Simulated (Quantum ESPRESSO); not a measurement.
# ZnS (F-43m): a volume series of phonon spectra, part 5 of 9

Aim: how the vibrations of ZnS shift with volume, and the expansion that follows.

What experiment has found for this phase:
- bulk modulus 71.4 GPa near room temperature (given in “High-Throughput Prediction of Finite-Temperature Properties using the Quasi-Harmonic Approximation”, 2016, arXiv:1603.06924)

Quantum ESPRESSO 7.5; DFT LDA, scalar-relativistic, plane waves, GBRV ultrasoft pseudopotentials.

So far. Step 4 (Self-consistent run): On a basis chosen for the relaxed cell the pressure is 0.066 GPa, small enough for phonons. Step 5 (Born charges and dielectric tensor): The Born charges sum to zero within 0.0037 e; the rest is removed before use. Acoustic frequencies in this log differ from zero by the error of the sum rule, which ph.x does not impose.

The database entry behind the starting cell differs from later determinations by our own check (about 0.1 % short), so it need not match the best structure at ambient conditions.

## (6) Forces on a displaced cell, k-mesh 4×4×4

One atom (for the harmonic constants) or a pair of atoms (for the cubic ones) is moved by a few hundredths of an ångström; the forces on all atoms give a column of force constants. The threshold is tight because the forces are small.

System of this step: ZnS. It takes space group Cm (No. 8, monoclinic). The conventional cell has a = 12.963 Å, b = 7.484 Å, c = 7.484 Å, α = 90.00°, β = 125.26°, γ = 90.00°. Nearest to Zn lie 4 S at 2.28 to 2.29 Å. Nearest to Zn lie 4 S at 2.29 to 2.31 Å. Nearest to Zn lie 4 S at 2.29 Å. Zn has 4 S at 2.29 Å nearest. Zn has 4 S at 2.29 Å nearest. Farther neighbours and most contacts between anions are not listed.

The input, disp-00002.in:

```
 &control
    calculation='scf',
    prefix='x',
    outdir='./tmp',
    pseudo_dir='./pseudo',
    tprnfor=.true.,
    disk_io='none',
 /
 &system
    ibrav=0,
    nat=16,
    ntyp=2,
    ecutwfc=45.0,
    ecutrho=270.0,
    occupations='fixed',
    nbnd=106,
 /
 &electrons
    conv_thr=1.0d-11,
    mixing_beta=0.7,
    electron_maxstep=100,
 /
ATOMIC_SPECIES
 Zn     65.3800  Zn.upf
 S      32.0600  S.upf
CELL_PARAMETERS angstrom
     0.000000000    5.292319990    5.292319990
     5.292319990    0.000000000    5.292319990
     5.292319990    5.292319990    0.000000000
ATOMIC_POSITIONS crystal
 Zn     0.125000000   0.125000000   0.125000000
 Zn     0.625000000   0.125000000   0.125000000
 Zn     0.125000000   0.625000000   0.125000000
 Zn     0.625000000   0.625000000   0.125000000
 Zn     0.125000000   0.125000000   0.625000000
 Zn     0.625000000   0.125000000   0.625000000
 Zn     0.125000000   0.625000000   0.625000000
 Zn     0.625000000   0.625000000   0.625000000
 S      0.002672200   0.000000000   0.000000000
 S      0.500000000   0.000000000   0.000000000
 S      0.000000000   0.500000000   0.000000000
 S      0.500000000   0.500000000   0.000000000
 S      0.000000000   0.000000000   0.500000000
 S      0.500000000   0.000000000   0.500000000
 S      0.000000000   0.500000000   0.500000000
 S      0.500000000   0.500000000   0.500000000
K_POINTS automatic
 4 4 4 0 0 0
```

Launch:

```
$ OMP_NUM_THREADS=1 mpirun -n 4 pw.x -nk 4 -in disp-00002.in > disp-00002.out
```

Log:

```text
[banner, memory and clock lines left out]
Program PWSCF v.7.5

     Message from routine setup:
     using ibrav=0 with symmetry is DISCOURAGED, use correct ibrav instead

     G-vector sticks info

     bravais-lattice index     =            0
     lattice parameter (alat)  =      14.1436  a.u.
     unit-cell volume          =    2000.6213 (a.u.)^3
     number of atoms/cell      =           16
     number of atomic types    =            2
     number of electrons       =       208.00
     number of Kohn-Sham states=          106
     kinetic-energy cutoff     =      45.0000  Ry
     charge density cutoff     =     270.0000  Ry
     scf convergence threshold =      1.0E-11
     mixing beta               =       0.7000
     number of iterations used =            8  plain     mixing
     Exchange-correlation=  SLA  PZ   NOGX NOGC
                           (   1   1   0   0   0   0   0)

     celldm(1)=  14.143600  celldm(2)=   0.000000  celldm(3)=   0.000000
     celldm(4)=   0.000000  celldm(5)=   0.000000  celldm(6)=   0.000000

     crystal axes: (cart. coord. in units of alat)
               a(1) = (   0.000000   0.707107   0.707107 )
               a(2) = (   0.707107   0.000000   0.707107 )
               a(3) = (   0.707107   0.707107   0.000000 )

     reciprocal axes: (cart. coord. in units 2 pi/alat)
               b(1) = ( -0.707107  0.707107  0.707107 )
               b(2) = (  0.707107 -0.707107  0.707107 )
               b(3) = (  0.707107  0.707107 -0.707107 )

     PseudoPot. # 1 for Zn read from file:
     ./pseudo/Zn.upf
     Pseudo is Ultrasoft, Zval = 20.0
     Using radial grid of  943 points,  6 beta functions with:
                l(1) =   0
                l(2) =   0
                l(3) =   1
                l(4) =   1
                l(5) =   2
                l(6) =   2
     Q(r) pseudized with  8 coefficients,  rinner =    1.100   1.100   1.100
                                                       1.100   1.100

     PseudoPot. # 2 for S  read from file:
     ./pseudo/S.upf
     Pseudo is Ultrasoft + core correction, Zval =  6.0
     Using radial grid of  907 points,  6 beta functions with:
                l(1) =   0
                l(2) =   0
                l(3) =   1
                l(4) =   1
                l(5) =   2
                l(6) =   2
     Q(r) pseudized with  8 coefficients,  rinner =    1.300   1.300   1.300
                                                       1.300   1.300

     atomic species   valence    mass     pseudopotential
     Zn               20.00    65.38000     Zn( 1.00)
     S                 6.00    32.06000     S ( 1.00)

      2 Sym. Ops. (no inversion) found

   Cartesian axes

     site n.     atom                  positions (alat units)
         1        Zn     tau(   1) = (   0.1767767   0.1767767   0.1767767  )
         2        Zn     tau(   2) = (   0.1767767   0.5303301   0.5303301  )
         3        Zn     tau(   3) = (   0.5303301   0.1767767   0.5303301  )
         4        Zn     tau(   4) = (   0.5303301   0.5303301   0.8838835  )
         5        Zn     tau(   5) = (   0.5303301   0.5303301   0.1767767  )
         6        Zn     tau(   6) = (   0.5303301   0.8838835   0.5303301  )
         7        Zn     tau(   7) = (   0.8838835   0.5303301   0.5303301  )
         8        Zn     tau(   8) = (   0.8838835   0.8838835   0.8838835  )
         9        S      tau(   9) = (   0.0000000   0.0018895   0.0018895  )
        10        S      tau(  10) = (   0.0000000   0.3535534   0.3535534  )
        11        S      tau(  11) = (   0.3535534   0.0000000   0.3535534  )
        12        S      tau(  12) = (   0.3535534   0.3535534   0.7071068  )
        13        S      tau(  13) = (   0.3535534   0.3535534   0.0000000  )
        14        S      tau(  14) = (   0.3535534   0.7071068   0.3535534  )
        15        S      tau(  15) = (   0.7071068   0.3535534   0.3535534  )
        16        S      tau(  16) = (   0.7071068   0.7071068   0.7071068  )

     number of k points=    24
                       cart. coord. in units 2pi/alat
        k(    1) = (   0.0000000   0.0000000   0.0000000), wk =   0.0312500
        k(    2) = (   0.1767767   0.1767767  -0.1767767), wk =   0.1250000
        k(    3) = (  -0.3535534  -0.3535534   0.3535534), wk =   0.0625000
        k(    4) = (   0.3535534   0.0000000   0.0000000), wk =   0.0625000
        k(    5) = (  -0.1767767  -0.5303301   0.5303301), wk =   0.1250000
        k(    6) = (   0.0000000  -0.3535534   0.3535534), wk =   0.0625000
        k(    7) = (  -0.7071068   0.0000000   0.0000000), wk =   0.0312500
        k(    8) = (  -0.7071068   0.3535534   0.0000000), wk =   0.1250000
        k(    9) = (  -0.1767767   0.1767767   0.1767767), wk =   0.0625000
        k(   10) = (   0.1767767   0.1767767   0.1767767), wk =   0.0625000
        k(   11) = (   0.3535534  -0.3535534  -0.3535534), wk =   0.0312500
        k(   12) = (  -0.3535534  -0.3535534  -0.3535534), wk =   0.0312500
        k(   13) = (   0.0000000   0.3535534   0.0000000), wk =   0.1250000
        k(   14) = (   0.1767767  -0.5303301  -0.5303301), wk =   0.0625000
        k(   15) = (  -0.5303301  -0.1767767  -0.5303301), wk =   0.1250000
        k(   16) = (   0.5303301   0.1767767  -0.5303301), wk =   0.1250000
        k(   17) = (  -0.5303301   0.1767767   0.5303301), wk =   0.1250000
        k(   18) = (   0.5303301  -0.1767767   0.5303301), wk =   0.1250000
        k(   19) = (  -0.1767767  -0.5303301  -0.5303301), wk =   0.0625000
        k(   20) = (   0.0000000  -0.3535534  -0.3535534), wk =   0.0625000
        k(   21) = (  -0.3535534   0.0000000  -0.3535534), wk =   0.1250000
        k(   22) = (   0.3535534   0.0000000  -0.3535534), wk =   0.1250000
        k(   23) = (   0.0000000  -0.7071068   0.0000000), wk =   0.0625000
        k(   24) = (   0.3535534  -0.7071068  -0.0000000), wk =   0.0625000

     Dense  grid:   149629 G-vectors     FFT dimensions: (  75,  75,  75)

     Smooth grid:    81547 G-vectors     FFT dimensions: (  64,  64,  64)

     Initial potential from superposition of free atoms

     starting charge     207.9989, renormalised to     208.0000
     Starting wfcs are  136 randomized atomic wfcs

     per-process dynamical memory:   236.4 Mb

     Self-consistent Calculation

     iteration #  1     ecut=    45.00 Ry     beta= 0.70
     Davidson diagonalization with overlap
     ethr =  1.00E-02,  avg # of iterations =  2.0

     Threshold (ethr) on eigenvalues was too large:
     Diagonalizing with lowered threshold

     Davidson diagonalization with overlap
     ethr =  3.77E-04,  avg # of iterations =  3.0

[...]
-71.5808 -71.5796 -71.5795 -71.5743 -71.5743 -71.5742 -71.5740 -71.5740
   -71.5738 -71.5737 -71.5737 -71.5736 -71.5736 -71.5736 -71.5736 -71.5736
   -71.5733 -71.5733 -71.5731 -71.5730 -71.5730 -71.5683 -71.5681 -71.5672
    -6.2115  -5.1361  -5.1346  -5.1346  -5.1333  -4.7703  -4.7703  -4.7702
     0.5453   0.5470   0.5487   0.6295   0.6318   0.6339   0.7536   0.7565
     0.7588   0.7590   0.7603   0.7604   0.7628   0.7653   1.0132   1.0181
     1.0194   1.0195   1.0208   1.0257   1.1932   1.1933   1.2256   1.2260
     1.2278   1.2285   1.2286   1.2293   1.2308   1.2312   1.2810   1.2822
     1.2833   1.4009   1.4039   1.4045   1.4077   1.4355   1.4358   1.4358
     1.5720   1.5796   1.5798   1.5877   2.4512   2.4589   2.4665   4.8888
     4.8899   4.8902   4.8903   4.8905   4.8920   6.3963   6.3987   6.4047
     6.4048   6.4053   6.4054   6.4116   6.4140   7.3780   7.3802   7.3825
     9.5083  10.5775

          k = 0.1768 0.1768-0.1768 ( 10171 PWs)   bands (ev):

  -116.9476-116.9419-116.9413-116.9413-116.9413-116.9413-116.9407-116.9355
   -71.5807 -71.5797 -71.5795 -71.5743 -71.5742 -71.5742 -71.5740 -71.5740
   -71.5737 -71.5737 -71.5737 -71.5736 -71.5736 -71.5736 -71.5736 -71.5736
   -71.5733 -71.5732 -71.5731 -71.5731 -71.5730 -71.5683 -71.5681 -71.5672
    -6.0785  -5.3236  -5.0908  -5.0889  -5.0871  -4.8341  -4.8323  -4.8307
[...]
10.3495  10.6716

          k =-0.3536-0.3536 0.3536 ( 10200 PWs)   bands (ev):

  -116.9476-116.9419-116.9413-116.9413-116.9413-116.9413-116.9407-116.9355
[...]
10.8099  10.8102

          k = 0.3536 0.0000 0.0000 ( 10197 PWs)   bands (ev):

  -116.9476-116.9419-116.9413-116.9413-116.9413-116.9413-116.9407-116.9355
[...]
10.7299  10.7461

          k =-0.1768-0.5303 0.5303 ( 10196 PWs)   bands (ev):

  -116.9476-116.9419-116.9413-116.9413-116.9413-116.9413-116.9407-116.9355
[...]
11.4472  11.5424

          k = 0.0000-0.3536 0.3536 ( 10181 PWs)   bands (ev):

  -116.9476-116.9419-116.9413-116.9413-116.9413-116.9413-116.9407-116.9355
[...]
11.1554  11.4182

          k =-0.7071 0.0000 0.0000 ( 10190 PWs)   bands (ev):

  -116.9476-116.9419-116.9413-116.9413-116.9413-116.9413-116.9407-116.9355
[...]
11.5694  11.5698

          k =-0.7071 0.3536 0.0000 ( 10204 PWs)   bands (ev):

  -116.9476-116.9419-116.9413-116.9413-116.9413-116.9413-116.9407-116.9355
[...]
12.2078  12.2165

          k =-0.1768 0.1768 0.1768 ( 10171 PWs)   bands (ev):

  -116.9476-116.9419-116.9413-116.9413-116.9413-116.9413-116.9407-116.9355
[...]
10.3492  10.6690

          k = 0.1768 0.1768 0.1768 ( 10171 PWs)   bands (ev):

  -116.9476-116.9419-116.9413-116.9413-116.9413-116.9413-116.9407-116.9355
[...]
10.3499  10.6745

          k = 0.3536-0.3536-0.3536 ( 10200 PWs)   bands (ev):

  -116.9476-116.9419-116.9413-116.9413-116.9413-116.9413-116.9407-116.9355
[...]
10.8064  10.8104

          k =-0.3536-0.3536-0.3536 ( 10200 PWs)   bands (ev):

  -116.9476-116.9419-116.9413-116.9413-116.9413-116.9413-116.9407-116.9355
[...]
10.8100  10.8140

          k = 0.0000 0.3536 0.0000 ( 10197 PWs)   bands (ev):

  -116.9476-116.9419-116.9413-116.9413-116.9413-116.9413-116.9407-116.9355
[...]
10.7294  10.7466

          k = 0.1768-0.5303-0.5303 ( 10196 PWs)   bands (ev):

  -116.9476-116.9419-116.9413-116.9413-116.9413-116.9413-116.9407-116.9355
[...]
11.4468  11.5408

          k =-0.5303-0.1768-0.5303 ( 10196 PWs)   bands (ev):

  -116.9476-116.9419-116.9413-116.9413-116.9413-116.9413-116.9407-116.9355
[...]
11.4486  11.5441

          k = 0.5303 0.1768-0.5303 ( 10196 PWs)   bands (ev):

  -116.9476-116.9419-116.9413-116.9413-116.9413-116.9413-116.9407-116.9355
[...]
11.4468  11.5423

          k =-0.5303 0.1768 0.5303 ( 10196 PWs)   bands (ev):

  -116.9476-116.9419-116.9413-116.9413-116.9413-116.9413-116.9407-116.9355
[...]
11.4462  11.5410

          k = 0.5303-0.1768 0.5303 ( 10196 PWs)   bands (ev):

  -116.9476-116.9419-116.9413-116.9413-116.9413-116.9413-116.9407-116.9355
[...]
11.4479  11.5422

          k =-0.1768-0.5303-0.5303 ( 10196 PWs)   bands (ev):

  -116.9476-116.9419-116.9413-116.9413-116.9413-116.9413-116.9407-116.9355
[...]
11.4481  11.5439

          k = 0.0000-0.3536-0.3536 ( 10181 PWs)   bands (ev):

  -116.9476-116.9419-116.9413-116.9413-116.9413-116.9413-116.9407-116.9355
[...]
11.1554  11.4172

          k =-0.3536 0.0000-0.3536 ( 10181 PWs)   bands (ev):

  -116.9476-116.9419-116.9413-116.9413-116.9413-116.9413-116.9407-116.9355
[...]
11.1555  11.4175

          k = 0.3536 0.0000-0.3536 ( 10181 PWs)   bands (ev):

  -116.9476-116.9419-116.9413-116.9413-116.9413-116.9413-116.9407-116.9355
[...]
11.1553  11.4162

          k = 0.0000-0.7071 0.0000 ( 10190 PWs)   bands (ev):

  -116.9476-116.9419-116.9413-116.9413-116.9413-116.9413-116.9407-116.9355
[...]
11.5689  11.5705

          k = 0.3536-0.7071-0.0000 ( 10204 PWs)   bands (ev):

  -116.9476-116.9419-116.9413-116.9413-116.9413-116.9413-116.9407-116.9355
[...]
0.6281   0.6286   0.6308   0.6311   0.7641   0.7661   0.7663   0.7678
     0.7747   0.7769   0.7773   0.7792   0.8029   0.8051   0.8060   0.8091
     0.8671   0.8702   0.8712   0.8751   1.1085   1.1091   1.1095   1.1101
     1.1626   1.1631   1.1646   1.1654   1.1820   1.1843   1.1849   1.1872
     1.2359   1.2370   1.2389   1.2396   1.4456   1.4480   1.4494   1.4520
     2.5267   2.5340   2.5344   2.5419   4.0174   4.0226   4.0240   4.0263
     4.0270   4.0286   4.0309   4.0339   5.4003   5.4034   5.4072   5.4091
     5.4425   5.4483   5.4488   5.4557   6.3570   6.3616   6.3638   6.3686
    12.2088  12.2169

     highest occupied, lowest unoccupied level (ev):     7.3825    9.5083

!    total energy              =   -3883.60971368 Ry
     estimated scf accuracy    <          5.2E-12 Ry

     The total energy is the sum of the following terms:
     one-electron contribution =   -3575.31410909 Ry
     hartree contribution      =    1844.95013386 Ry
     xc contribution           =    -400.25926063 Ry
     ewald contribution        =   -1752.98647783 Ry

     convergence has been achieved in  14 iterations

     Forces acting on atoms (cartesian axes, Ry/au):

     atom    1 type  1   force =     0.00184269    0.00190255    0.00190255
     atom    2 type  1   force =    -0.00164761    0.00175081    0.00175081
     atom    3 type  1   force =     0.00001192    0.00007612    0.00009021
     atom    4 type  1   force =     0.00000331   -0.00003343   -0.00003636
     atom    5 type  1   force =     0.00001192    0.00009021    0.00007612
     atom    6 type  1   force =     0.00000331   -0.00003636   -0.00003343
     atom    7 type  1   force =    -0.00003757    0.00000239    0.00000239
     atom    8 type  1   force =     0.00003250   -0.00000222   -0.00000222
     atom    9 type  2   force =    -0.00022177   -0.00566571   -0.00566571
     atom   10 type  2   force =    -0.00000236    0.00095223    0.00095223
     atom   11 type  2   force =     0.00050249    0.00005619    0.00045025
     atom   12 type  2   force =    -0.00050192    0.00044909    0.00005811
     atom   13 type  2   force =     0.00050249    0.00045025    0.00005619
     atom   14 type  2   force =    -0.00050192    0.00005811    0.00044909
     atom   15 type  2   force =     0.00000241   -0.00005252   -0.00005252
     atom   16 type  2   force =     0.00000011    0.00000230    0.00000230

     Total force =     0.009350     Total SCF correction =     0.000008
     Message from routine punch:
     Nothing written, as per user request (disk_io='none')
```

Wall time 9.6 min (4 MPI ranks of Arm Neoverse N1, shared host); 38 min of CPU time.

This step gave:

```
gap on the k-mesh : 2.126 eV
```

Force by atom:

| atom | x (eV/Å) | y (eV/Å) | z (eV/Å) | size |
| --- | --- | --- | --- | --- |
| Zn1 | 0.047 | 0.049 | 0.049 | 0.084 |
| Zn2 | -0.042 | 0.045 | 0.045 | 0.076 |
| Zn3 | 0.000 | 0.002 | 0.002 | 0.003 |
| Zn4 | 0.000 | -0.001 | -0.001 | 0.001 |
| Zn5 | 0.000 | 0.002 | 0.002 | 0.003 |
| Zn6 | 0.000 | -0.001 | -0.001 | 0.001 |
| Zn7 | -0.001 | 0.000 | 0.000 | 0.001 |
| Zn8 | 0.001 | 0.000 | 0.000 | 0.001 |
| S9 | -0.006 | -0.146 | -0.146 | 0.206 |
| S10 | 0.000 | 0.024 | 0.024 | 0.035 |
| S11 | 0.013 | 0.001 | 0.012 | 0.017 |
| S12 | -0.013 | 0.012 | 0.001 | 0.017 |
| S13 | 0.013 | 0.012 | 0.001 | 0.017 |
| S14 | -0.013 | 0.001 | 0.012 | 0.017 |
| S15 | 0.000 | -0.001 | -0.001 | 0.002 |
| S16 | 0.000 | 0.000 | 0.000 | 0.000 |

At this level the gap is 2.13 eV on the k-mesh of the self-consistent run, which can miss the band edges.

## (7) A displaced supercell, k-mesh 4×4×4

One atom (for the harmonic constants) or a pair of atoms (for the cubic ones) is moved by a few hundredths of an ångström; the forces on all atoms give a column of force constants. The threshold is tight because the forces are small.

disp-00001.in, as its differences from disp-00002.in of step 6:

```diff
@@ -30,3 +30,3 @@
 ATOMIC_POSITIONS crystal
- Zn     0.125000000   0.125000000   0.125000000
+ Zn     0.127672200   0.125000000   0.125000000
  Zn     0.625000000   0.125000000   0.125000000
@@ -38,3 +38,3 @@
  Zn     0.625000000   0.625000000   0.625000000
- S      0.002672200   0.000000000   0.000000000
+ S      0.000000000   0.000000000   0.000000000
  S      0.500000000   0.000000000   0.000000000
```

Launch:

```
$ OMP_NUM_THREADS=1 mpirun -n 4 pw.x -nk 4 -in disp-00001.in > disp-00001.out
```

Log:

```text
[banner, memory and clock lines left out]
Program PWSCF v.7.5

     Message from routine setup:
     using ibrav=0 with symmetry is DISCOURAGED, use correct ibrav instead

     G-vector sticks info

     bravais-lattice index     =            0
     lattice parameter (alat)  =      14.1436  a.u.
     unit-cell volume          =    2000.6213 (a.u.)^3
     number of atoms/cell      =           16
     number of atomic types    =            2
     number of electrons       =       208.00
[...]
atom    1 type  1   force =     0.00021740   -0.00434659   -0.00434659
     atom    2 type  1   force =    -0.00000460    0.00066353    0.00066353
     atom    3 type  1   force =     0.00034182   -0.00038039    0.00032069
[...]
atom   15 type  2   force =    -0.00003284    0.00000033    0.00000033
     atom   16 type  2   force =     0.00003424    0.00000007    0.00000007

     Total force =     0.007727     Total SCF correction =     0.000006
     Message from routine punch:
     Nothing written, as per user request (disk_io='none')
[key lines of the parts left out:]
!    total energy              =   -3883.60975044 Ry
convergence has been achieved in  14 iterations
```

Run time: 9.8 min. Hardware: 4 MPI ranks; 39 min of CPU time.

[end of part 5 of 9]

[Logs are printed without paths, hosts, clocks, repeated set-up lines and the standing remarks that a program may print on its own settings, such as how far it seeks lower states.]

[Hosts, paths, dates, database ids (printed as entryN), source tags and the programs' standing remarks are cut or masked in the printed files.]

[A step with changed settings may run another functional than the one named; its input shows which.]

[Of the runs on displaced cells, only some may be shown.]
